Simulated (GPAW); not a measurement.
# A GW chain in GPAW: PbO (P4/nmm), part 2 of 2

Aim: the G0W0 gap of PbO (P4/nmm) on PBE, step by step.

GPAW 26.7.0; PBE and many-body steps on it, plane waves. Known limits of the many-body steps: not at the basis limit; no spin-orbit coupling; coarse k mesh.

So far. Step 3 (Bands along the symmetry lines): The gap is 1.096 eV, −0.002 eV from the run before at this level. Step 4 (Empty states on the mesh, 4×4×4 mesh, 723 bands): On this mesh the gap is 1.098 eV.

The database entry behind the starting cell differs from later determinations by our own check (c about 1 % long), so it need not match the best structure at ambient conditions.

## Step 5: Screening and self-energy, 4×4×4 mesh, 331 bands, screening to 150 eV

G0W0 replaces the xc potential by the self-energy, built once from these orbitals. Only a window of levels is corrected, while the sums run over the empty bands that the input names.

This step: G0W0 on PBE, plane waves, PAW.

The input, run.py:

```python
import json
import numpy as np
from gpaw.mpi import world
from gpaw.response.g0w0 import G0W0

gw = G0W0('full.gpw',
    filename='gw',
    kpts=[0, 15],
    bands=(18, 22),
    ecut=150,
    nbands=331,
    integrate_gamma='WS',
    ppa=True)
gw.calculate()
res = {mode: {k: v for k, v in r.items() if k != 'sigma_eskwn'}
       for mode, r in gw.all_results.items()}

if world.rank == 0:
    with open('result.json', 'w') as f:
        json.dump(res, f, default=lambda x: x.tolist())
```

On the command line:

```console
> mpirun -n 8 gpaw python run.py
```

Numbers of over 12 decimals in the logs are rounded to 6 here.

The program printed:

```text
Using integrator: PointIntegrator
FrequencyGridDescriptor(from 0.000+0.000j to 0.000+27.211j eV, 2 points)
Nonperiodic BCs:  [False False False]
Using integrator: PointIntegrator
FrequencyGridDescriptor(from 0.000+0.000j to 0.000+27.211j eV, 2 points)
Nonperiodic BCs:  [False False False]
  ___  _ _ _
 |   || | | |
 | | || | | |
 |__ ||_____|
 |___|

BZ k-points: Symmetries present (total): 8

  [... matrices ...]
64 k-points: 4 x 4 x 4 Monkhorst-Pack grid + [1/8,1/8,1/8]
18 k-points in the irreducible part of the Brillouin zone
       k-points in crystal coordinates                weights
   0:     0.00000000    0.00000000    0.00000000          1/64
   1:     0.00000000    0.00000000    0.25000000          2/64
   2:     0.00000000    0.00000000    0.50000000          1/64
   3:     0.25000000    0.00000000    0.00000000          4/64
   4:     0.25000000    0.00000000    0.25000000          8/64
   5:     0.25000000    0.00000000    0.50000000          4/64
   6:     0.25000000    0.25000000    0.00000000          4/64
   7:     0.25000000    0.25000000    0.25000000          8/64
   8:     0.25000000    0.25000000    0.50000000          4/64
   9:     0.50000000    0.00000000    0.00000000          2/64
          ...
  17:     0.50000000    0.50000000    0.50000000          1/64

Distributing spins, k-points and bands (1 x 2 x 4) over 8 processes
Number of blocks: 1

Quasi particle states:
k-points (IBZ indices): [0, 15]
Band range: (18, 22)
  [... matrices ...]
Computational parameters:
Plane wave cut-off: 150 eV
Number of bands: 331
Coulomb cutoff: None
Broadening: 0.1 eV

fxc modes: GW
Kernel: RPA
Using Godby-Needs plasmon-pole approximation:
  Fitting energy: i*E0, E0 = 1.000 Hartree
Summing all q:

Calculating screened Coulomb potential
No Coulomb truncation
FrequencyGridDescriptor(from 0.000+0.000j to 0.000+27.211j eV, 2 points)
Removing empty qpoint cache files...

Calculating chi0 body with:
    Ground state adapter containing:
    Number of spins: 1
    Number of kpoints: 64
    Number of irreducible kpoints: 18
    Number of completely occupied states: 20
    Number of partially occupied states: 20
    Occupied states memory: 5.2734375 M / cpu

    Linear response parametrization:
    q_c: [0.0, 0.0, 0.0]
    Number of frequency points: 2
    Planewave cutoff: 150.0
    Number of bands: 331
    Number of planewaves: 343
    Broadening (eta): 1e-06
    comm.size: 8
    kncomm.size: 8
    blockcomm.size: 1

    Memory estimate of potentially large arrays:
        chi0_wGG: 3.590363 M / cpu
Integrating chi0 body.

Symmetries of q_c:
    Direct symmetries (Uq -> q): 8
    Indirect symmetries (TUq -> q): 8
In total 16 allowed symmetries.

  [... matrices ...]
18 groups of equivalent kpoints. 71.875% reduction.

Integral kind: response function
Integrating chi0 head and wings.

Symmetries of q_c:
    Direct symmetries (Uq -> q): 8
    Indirect symmetries (TUq -> q): 8
In total 16 allowed symmetries.

  [... matrices ...]
18 groups of equivalent kpoints. 71.875% reduction.

Integral kind: response function wings

Calculating chi0 body with:
    Ground state adapter containing:
    Number of spins: 1
    Number of kpoints: 64
    Number of irreducible kpoints: 18
    Number of completely occupied states: 20
    Number of partially occupied states: 20
    Occupied states memory: 5.2734375 M / cpu

    Linear response parametrization:
[... the further q-points ...]

Results:
f:      Occupation numbers
eps:     KS-eigenvalues [eV]
vxc:     KS vxc [eV]
exx:     Exact exchange [eV]
sigma:   Self-energies [eV]
dsigma:  Self-energy derivatives
Z:       Renormalization factors
qp:      QP-energies [eV]

k-point 0 (0): (0.000, 0.000, 0.000)                GW
band       f     eps     vxc     exx   sigma  dsigma       Z      qp
                                                                   GW
  18   1.000   4.064 -20.616 -25.575   4.556  -0.356   0.737   3.766
  19   1.000   5.735 -19.588 -21.991   2.068  -0.287   0.777   5.474
  20   0.000   8.091 -14.027 -10.056  -3.535  -0.213   0.824   8.450
  21   0.000  11.168 -12.719  -8.162  -4.202  -0.209   0.827  11.461

k-point 1 (15): (0.500, 0.500, 0.000)                GW
band       f     eps     vxc     exx   sigma  dsigma       Z      qp
                                                                   GW
  18   1.000   4.672 -21.414 -26.211   4.519  -0.351   0.740   4.467
  19   1.000   4.672 -21.414 -26.211   4.519  -0.351   0.740   4.467
  20   0.000   6.833 -11.127  -7.864  -3.204  -0.207   0.829   6.882
  21   0.000   6.833 -11.127  -7.864  -3.204  -0.207   0.829   6.882
```

Run time: 3.8 min. Hardware: 8 MPI ranks of AMD EPYC 7B13 (Zen 3), shared host; peak memory 3.8 GiB.

This step gave:

```yaml
g0w0_gap_on_the_points_computed: 1.407 eV
least_direct_g0w0_gap_on_the_computed_points: 2.415 eV
z_at_the_valence_top: 0.7772
z_at_the_conduction_bottom: 0.8285
starting_gap_on_the_mesh: 1.098 eV
k_of_the_valence_top: 0, 0, 0
k_of_the_conduction_bottom: 0.5, 0.5, 0
```

The gap on the mesh goes from 1.10 eV to 1.41 eV, a correction of +0.31 eV.

Limits: finite bands, cutoff and mesh; no spin-orbit coupling; coarse k mesh. v1 is the top filled band, c1 the lowest empty one. Levels before and after the correction, in eV, zero at the valence-band top of each column:

|  | conduction bottom | valence top |
| --- | --- | --- |
| Kohn-Sham | 1.10 | 0.00 |
| G0W0 | 1.41 | 0.00 |

|  | level | energy (eV) |
| --- | --- | --- |
| Kohn-Sham | Γ v2 | -1.671 |
| Kohn-Sham | Γ v1 | 0.000 |
| Kohn-Sham | Γ c1 | 2.356 |
| Kohn-Sham | Γ c2 | 5.433 |
| Kohn-Sham | (0.5 0.5 0) v2-v1 | -1.063 |
| Kohn-Sham | (0.5 0.5 0) c1-c2 | 1.098 |
| G0W0 | Γ v2 | -1.708 |
| G0W0 | Γ v1 | 0.000 |
| G0W0 | Γ c1 | 2.976 |
| G0W0 | Γ c2 | 5.987 |
| G0W0 | (0.5 0.5 0) v2-v1 | -1.008 |
| G0W0 | (0.5 0.5 0) c1-c2 | 1.407 |

## Step 6: Where the time went

Times are wall times on 8 MPI ranks of AMD EPYC 7B13 (Zen 3), shared host, good to a factor of about two.

| step | time | share | memory (GiB) |
| --- | --- | --- | --- |
| ground state | 11 s | 4 % | 1.5 |
| bands along the symmetry lines | 11 s | 4 % | 1.6 |
| empty states on the mesh | 40 s | 14 % | 6.2 |
| screening and self-energy | 3.8 min | 79 % | 3.8 |

## Step 7: Summary of results

```json
{
 "PBE gap": "1.10 eV, indirect",
 "G0W0 gap on the mesh": "1.41 eV",
 "GW settings": "4×4×4 mesh, 331 bands, screening to 150 eV, Godby-Needs plasmon pole",
 "known limits": "not at the basis limit; no spin-orbit coupling; coarse k mesh"
}
```

**Reading.** G0W0 moves the gap on the mesh from 1.10 eV to 1.41 eV (+0.31 eV), with Z of 0.78 and 0.83 at the edges. Only 2 of the mesh's irreducible points were corrected, so a valley elsewhere could overtake. The dearest step here is «screening and self-energy». Bands and cutoff are finite, so the gap is not at the basis limit. The miss can reach some tenths of an eV and take either sign; the mesh is an error of its own. These stock PAW sets were not made for GW. In the G0W0 run levels were corrected at 2 k points alone, so a gap called «on the mesh» is the least over those, and an edge elsewhere would be missed. The 4×4×4 mesh is coarse for this cell, which bears on the long-range parts of exchange and screening. Where an edge is built on 6p states of lead, bismuth or thallium, scalar-relativistic gaps usually stand too wide, by a few tenths to over one eV. The many-body steps are scalar-relativistic: spin-orbit coupling is not in them.

[Paths, hosts, dates, memory and timing lines, banners, echoed tables and standing remarks are left out of the program output.]

[Logs are printed without paths, hosts, clocks, repeated set-up lines and the standing remarks that a program may print on its own settings, such as how far it seeks lower states.]

[Runs of the session that timed out or met a known fault of the program may be left out.]

[Hosts, paths, dates, database ids (printed as entryN), source tags and the programs' standing remarks are cut or masked in the printed files.]
